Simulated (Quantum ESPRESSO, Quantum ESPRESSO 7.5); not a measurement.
# H on hollow sites of Mo(110): a series in the coverage

What law, if any, do the results for H on hollow sites of Mo(110) follow against the coverage?

Method: plane-wave DFT, PBE, GBRV ultrasoft pseudopotentials, in Quantum ESPRESSO 7.5.

## Step 1: Starting point

Symmetry: Im-3m, No. 229, cubic system. The conventional cell has a = 3.150 Å, b = 3.150 Å, c = 3.150 Å, α = 90.00°, β = 90.00°, γ = 90.00°. Mo has 8 Mo at 2.73 Å nearest.

Set-up: Slabs of 3 layers, covered on the upper face; adsorbates and the top layer relax in a periodic cell, the rest is held (the clean slab relaxes both outer layers); a run under open boundaries (ESM, bc1) gives both vacuum levels. Cells of one to 9 surface sites carry the coverages, on meshes of like density; cold smearing of 0.02 Ry. The slabs take the lattice constants of the bulk relaxed by the same program.

Members 0.1667, 0.25, 0.3333, 0.5 and 0.6667 took the same steps and show in the table alone.

## Step 2: Variable-cell relaxation of the reference

The bulk crystal is relaxed in cell and atoms; the members are built on its lattice constants.

File ref.vc.in:

```
&control
  prefix = 'ref.vc'
  outdir = './out'
  pseudo_dir = './pseudo'
  nstep = 40
  forc_conv_thr = 0.0003
  calculation = 'vc-relax'
/
&system
  ibrav = 0
  nat = 1
  ntyp = 1
  ecutwfc = 50
  ecutrho = 250
  occupations = 'smearing'
  smearing = 'mv'
  degauss = 0.02
/
&electrons
  conv_thr = 1e-09
  mixing_beta = 0.4
  electron_maxstep = 120
/
&ions
/
&cell
  press_conv_thr = 0.3
/
ATOMIC_SPECIES
  Mo  95.9500  mo_pbe_v1.uspp.F.UPF
CELL_PARAMETERS angstrom
  -1.57500000000000 1.57500000000000 1.57500000000000
  1.57500000000000 -1.57500000000000 1.57500000000000
  1.57500000000000 1.57500000000000 -1.57500000000000
ATOMIC_POSITIONS crystal
  Mo  0.000000000000 0.000000000000 0.000000000000
K_POINTS automatic
  18 18 18 0 0 0
```

Command:

```sh
OMP_NUM_THREADS=1 mpirun -n 16 pw.x -nk 16 -in ref.vc.in > ref.vc.out
```

Log:

```text
Program PWSCF v.7.5 starts
[citation notice left out]

     Parallel version (MPI & OpenMP), running on      16 processor cores
     Number of MPI processes:                16
     Threads/MPI process:                     1

     MPI processes distributed on     1 nodes
[...]
Current dimensions of program PWSCF are:
     Max number of different atomic species (ntypx) = 10
     Max number of k-points (npk) =  40000
     Max angular momentum in pseudopotentials (lmaxx) =  4
     Message from routine setup:
     using ibrav=0 with symmetry is DISCOURAGED, use correct ibrav instead

     K-points division:     npool     =      16
     Subspace diagonalization in iterative solution of the eigenvalue problem:
     a serial algorithm will be used

     G-vector sticks info
     --------------------
     sticks:   dense  smooth     PW     G-vecs:    dense   smooth      PW
     Sum         487     399    159                 7011     5017    1253

     Using Slab Decomposition

     bravais-lattice index     =            0
     lattice parameter (alat)  =       5.1551  a.u.
     unit-cell volume          =     105.4625 (a.u.)^3
     number of atoms/cell      =            1
     number of atomic types    =            1
     number of electrons       =        14.00
     number of Kohn-Sham states=           11
     kinetic-energy cutoff     =      50.0000  Ry
     charge density cutoff     =     250.0000  Ry
     scf convergence threshold =      1.0E-09
     mixing beta               =       0.4000
     number of iterations used =            8  plain     mixing
     energy convergence thresh.=      1.0E-04
     force convergence thresh. =      3.0E-04
     press convergence thresh. =      3.0E-01
     Exchange-correlation= SLA  PW   PBE  PBE
                           (   1   4   3   4   0   0   0)
     nstep                     =           40

     celldm(1)=   5.155135  celldm(2)=   0.000000  celldm(3)=   0.000000
     celldm(4)=   0.000000  celldm(5)=   0.000000  celldm(6)=   0.000000

     crystal axes: (cart. coord. in units of alat)
               a(1) = (  -0.577350   0.577350   0.577350 )
               a(2) = (   0.577350  -0.577350   0.577350 )
               a(3) = (   0.577350   0.577350  -0.577350 )

     reciprocal axes: (cart. coord. in units 2 pi/alat)
               b(1) = ( -0.000000  0.866025  0.866025 )
               b(2) = (  0.866025 -0.000000  0.866025 )
               b(3) = (  0.866025  0.866025  0.000000 )

     PseudoPot. # 1 for Mo read from file:
     ./pseudo/mo_pbe_v1.uspp.F.UPF
     Pseudo is Ultrasoft + core correction, Zval = 14.0
     Generated by new atomic code, or converted to UPF format
     Using radial grid of  889 points,  6 beta functions with:
                l(1) =   0
                l(2) =   0
                l(3) =   1
                l(4) =   1
                l(5) =   2
                l(6) =   2
     Q(r) pseudized with  6 coefficients,  rinner =    1.000   1.000   1.000
                                                       1.000   1.000

     atomic species   valence    mass     pseudopotential
     Mo               14.00    95.95000     Mo( 1.00)

     48 Sym. Ops., with inversion, found

   Cartesian axes

     site n.     atom                  positions (alat units)
         1        Mo     tau(   1) = (   0.0000000   0.0000000   0.0000000  )

     number of k points=   195  Marzari-Vanderbilt smearing, width (Ry)=  0.0200

     Number of k-points >= 100: set verbosity='high' to print them.

     Dense  grid:     7011 G-vectors     FFT dimensions: (  25,  25,  25)

     Smooth grid:     5017 G-vectors     FFT dimensions: (  24,  24,  24)

     Estimated max dynamical RAM per process >       9.56 MB

     Estimated total dynamical RAM >     127.27 MB

     Check: negative core charge=   -0.000003

     Initial potential from superposition of free atoms

     starting charge      13.9989, renormalised to      14.0000
     Starting wfcs are   13 randomized atomic wfcs

     total cpu time spent up to now is        0.4 secs

     per-process dynamical memory:    12.5 Mb

     Self-consistent Calculation

     iteration #  1     ecut=    50.00 Ry     beta= 0.40
     Davidson diagonalization with overlap
     ethr =  1.00E-02,  avg # of iterations =  3.0

     Threshold (ethr) on eigenvalues was too large:
     Diagonalizing with lowered threshold

     Davidson diagonalization with overlap
     ethr =  2.66E-04,  avg # of iterations =  2.4

     total cpu time spent up to now is        0.7 secs

     total energy              =    -139.33598725 Ry
     estimated scf accuracy    <       0.03940155 Ry

     iteration #  2     ecut=    50.00 Ry     beta= 0.40
[...]
total energy              =    -139.33899711 Ry
     estimated scf accuracy    <       0.00396204 Ry

     iteration #  3     ecut=    50.00 Ry     beta= 0.40
[...]
total energy              =    -139.33965196 Ry
     estimated scf accuracy    <       0.00037884 Ry

     iteration #  4     ecut=    50.00 Ry     beta= 0.40
[...]
total energy              =    -139.33967026 Ry
     estimated scf accuracy    <       0.00001818 Ry

     iteration #  5     ecut=    50.00 Ry     beta= 0.40
[...]
total energy              =    -139.33967645 Ry
     estimated scf accuracy    <       0.00000273 Ry

     iteration #  6     ecut=    50.00 Ry     beta= 0.40
[...]
total energy              =    -139.33967714 Ry
     estimated scf accuracy    <       0.00000030 Ry

     iteration #  7     ecut=    50.00 Ry     beta= 0.40
[...]
total energy              =    -139.33967718 Ry
     estimated scf accuracy    <          7.5E-09 Ry

     iteration #  8     ecut=    50.00 Ry     beta= 0.40
[...]
total energy              =    -139.33967718 Ry
     estimated scf accuracy    <          7.2E-09 Ry

     iteration #  9     ecut=    50.00 Ry     beta= 0.40
[...]
End of self-consistent calculation

     Number of k-points >= 100: set verbosity='high' to print the bands.

     the Fermi energy is    21.4004 ev

!    total energy              =    -139.33967718 Ry
     estimated scf accuracy    <          1.0E-10 Ry
     smearing contrib. (-TS)   =      -0.00020522 Ry
[...]
Davidson diagonalization with overlap
     ethr =  1.59E-09,  avg # of iterations =  2.8

     total cpu time spent up to now is        2.7 secs

     total energy              =    -139.33974033 Ry
     estimated scf accuracy    <       0.00000008 Ry

[...]
iteration #  4     ecut=    50.00 Ry     beta= 0.40
[...]
End of self-consistent calculation

     Number of k-points >= 100: set verbosity='high' to print the bands.

     the Fermi energy is    21.1981 ev

!    total energy              =    -139.33974035 Ry
     estimated scf accuracy    <          9.8E-12 Ry
     smearing contrib. (-TS)   =      -0.00022295 Ry
     internal energy E=F+TS    =    -139.33951739 Ry

     The total energy is F=E-TS. E is the sum of the following terms:
     one-electron contribution =     -18.28629927 Ry
     hartree contribution      =      17.80326451 Ry
     xc contribution           =     -19.35438101 Ry
     ewald contribution        =    -119.50210163 Ry

     convergence has been achieved in   4 iterations

     Forces acting on atoms (cartesian axes, Ry/au):

     atom    1 type  1   force =     0.00000000    0.00000000    0.00000000

     Total force =     0.000000     Total SCF correction =     0.000000

     Computing stress (Cartesian axis) and pressure

          total   stress  (Ry/bohr**3)                   (kbar)     P=        0.00
   0.00000000  -0.00000000  -0.00000000            0.00       -0.00       -0.00
  -0.00000000   0.00000000  -0.00000000           -0.00        0.00       -0.00
  -0.00000000  -0.00000000   0.00000000           -0.00       -0.00        0.00

     Energy error            =      8.2E-06 Ry
     Gradient error          =      0.0E+00 Ry/Bohr
     Cell gradient error     =      3.4E-04 kbar

     bfgs converged in   3 scf cycles and   2 bfgs steps
     (criteria: energy <  1.0E-04 Ry, force <  3.0E-04 Ry/Bohr, cell <  3.0E-01 kbar)

     End of BFGS Geometry Optimization

     Final enthalpy           =    -139.3397403454 Ry

     File ./out/ref.vc.bfgs deleted, as requested
Begin final coordinates
     new unit-cell volume =    106.32646 a.u.^3 (    15.75596 Ang^3 )
     density =     10.11229 g/cm^3

CELL_PARAMETERS (angstrom)
  -1.579288894   1.579288894   1.579288894
   1.579288894  -1.579288894   1.579288894
   1.579288894   1.579288894  -1.579288894

ATOMIC_POSITIONS (crystal)
Mo               0.0000000000        0.0000000000        0.0000000000
End final coordinates

[...]
Final scf calculation at the relaxed structure.
     The G-vectors are recalculated for the final unit cell
     Results may differ from those at the preceding step.

     G-vector sticks info
     --------------------
     sticks:   dense  smooth     PW     G-vecs:    dense   smooth      PW
     Sum         487     399    159                 7011     5089    1253

     Using Slab Decomposition

     bravais-lattice index     =            0
     lattice parameter (alat)  =       5.1551  a.u.
     unit-cell volume          =     106.3265 (a.u.)^3
     number of atoms/cell      =            1
     number of atomic types    =            1
     number of electrons       =        14.00
     number of Kohn-Sham states=           11
     kinetic-energy cutoff     =      50.0000  Ry
     charge density cutoff     =     250.0000  Ry
     scf convergence threshold =      1.0E-11
     mixing beta               =       0.4000
     number of iterations used =            8  plain     mixing
     press convergence thresh. =      3.0E-01
     Exchange-correlation= SLA  PW   PBE  PBE
                           (   1   4   3   4   0   0   0)

     celldm(1)=   5.155135  celldm(2)=   0.000000  celldm(3)=   0.000000
     celldm(4)=   0.000000  celldm(5)=   0.000000  celldm(6)=   0.000000

     crystal axes: (cart. coord. in units of alat)
               a(1) = (  -0.578922   0.578922   0.578922 )
               a(2) = (   0.578922  -0.578922   0.578922 )
               a(3) = (   0.578922   0.578922  -0.578922 )

     reciprocal axes: (cart. coord. in units 2 pi/alat)
               b(1) = (  0.000000  0.863674  0.863674 )
               b(2) = (  0.863674  0.000000  0.863674 )
               b(3) = (  0.863674  0.863674  0.000000 )

     PseudoPot. # 1 for Mo read from file:
     ./pseudo/mo_pbe_v1.uspp.F.UPF
     Pseudo is Ultrasoft + core correction, Zval = 14.0
     Generated by new atomic code, or converted to UPF format
     Using radial grid of  889 points,  6 beta functions with:
                l(1) =   0
                l(2) =   0
                l(3) =   1
                l(4) =   1
                l(5) =   2
                l(6) =   2
     Q(r) pseudized with  6 coefficients,  rinner =    1.000   1.000   1.000
                                                       1.000   1.000

     atomic species   valence    mass     pseudopotential
     Mo               14.00    95.95000     Mo( 1.00)

     48 Sym. Ops., with inversion, found

   Cartesian axes

     site n.     atom                  positions (alat units)
         1        Mo     tau(   1) = (   0.0000000   0.0000000   0.0000000  )

     number of k points=   195  Marzari-Vanderbilt smearing, width (Ry)=  0.0200

     Number of k-points >= 100: set verbosity='high' to print them.

     Dense  grid:     7011 G-vectors     FFT dimensions: (  25,  25,  25)

     Smooth grid:     5089 G-vectors     FFT dimensions: (  24,  24,  24)

     Estimated max dynamical RAM per process >       9.63 MB

     Estimated total dynamical RAM >     128.35 MB

     Check: negative core charge=   -0.000003

     Initial potential from superposition of free atoms

     starting charge      13.9989, renormalised to      14.0000
     Starting wfcs are   13 randomized atomic wfcs

     total cpu time spent up to now is        3.2 secs

     per-process dynamical memory:    13.9 Mb

     Self-consistent Calculation

     iteration #  1     ecut=    50.00 Ry     beta= 0.40
     Davidson diagonalization with overlap
     ethr =  1.00E-06,  avg # of iterations = 13.0

     total cpu time spent up to now is        3.6 secs

     total energy              =    -139.33611669 Ry
     estimated scf accuracy    <       0.03997415 Ry

[...]
iteration # 11     ecut=    50.00 Ry     beta= 0.40
[...]
End of self-consistent calculation

     Number of k-points >= 100: set verbosity='high' to print the bands.

     the Fermi energy is    21.1981 ev

!    total energy              =    -139.33975913 Ry
     estimated scf accuracy    <          9.5E-12 Ry
     smearing contrib. (-TS)   =      -0.00022294 Ry
     internal energy E=F+TS    =    -139.33953619 Ry

     The total energy is F=E-TS. E is the sum of the following terms:
     one-electron contribution =     -18.28631267 Ry
     hartree contribution      =      17.80325952 Ry
     xc contribution           =     -19.35438142 Ry
     ewald contribution        =    -119.50210163 Ry

     convergence has been achieved in  11 iterations

     Forces acting on atoms (cartesian axes, Ry/au):

     atom    1 type  1   force =     0.00000000    0.00000000    0.00000000

     Total force =     0.000000     Total SCF correction =     0.000000

     Computing stress (Cartesian axis) and pressure

          total   stress  (Ry/bohr**3)                   (kbar)     P=        0.15
   0.00000100   0.00000000   0.00000000            0.15        0.00        0.00
   0.00000000   0.00000100   0.00000000            0.00        0.15        0.00
   0.00000000   0.00000000   0.00000100            0.00        0.00        0.15

[...]
=------------------------------------------------------------------------------=
   JOB DONE.
=------------------------------------------------------------------------------=
```

It took 5.5 s on 16 MPI ranks of Arm Neoverse V2, shared host; peak memory 0.75 GiB; 86 s of CPU time.

The steps of the relaxation:

```csv
step,energy less that of the first step (eV),largest force (eV/Å),volume (Å³)
1,0.0000,0.0000,15.63
2,-0.0007,0.0000,15.80
3,-0.0009,0.0000,15.76
4,-0.0011,0.0000,15.76
```

```csv
"conventional cell, symmetrised",before,after,change
a (Å),3.150,3.159,+0.3 %
b (Å),3.150,3.159,+0.3 %
c (Å),3.150,3.159,+0.3 %
volume (Å³/atom),15.63,15.76,+0.8 %
```

Final coordinates:

```cif
data_structure
_symmetry_space_group_name_H-M 'P 1'
_symmetry_Int_Tables_number 1
_cell_length_a 2.7354
_cell_length_b 2.7354
_cell_length_c 2.7354
_cell_angle_alpha 109.471
_cell_angle_beta 109.471
_cell_angle_gamma 109.471
_cell_volume 15.76
loop_
_atom_site_label
_atom_site_type_symbol
_atom_site_fract_x
_atom_site_fract_y
_atom_site_fract_z
_atom_site_occupancy
Mo1 Mo 0.00000 0.00000 0.00000 1
```

 The last row is no step: it is a fresh SCF in the final cell with a new plane-wave basis, -0 meV from the row before.

Numbers from this step:

- free energy: -1895.8140 eV
- Fermi energy: 21.20 eV

(Continued in part 2 of 9.)

[Logs are printed without paths, hosts, clocks, repeated set-up lines and the standing remarks that a program may print on its own settings, such as how far it seeks lower states.]

[Hosts, paths, dates, database ids (printed as entryN), source tags and the programs' standing remarks are cut or masked in the printed files.]

[Maps of the electrostatic potential energy from Ansatz leave out the sawtooth potential of an applied field or a dipole correction, so their vacuum need not be flat; planar profiles and work functions include it.]
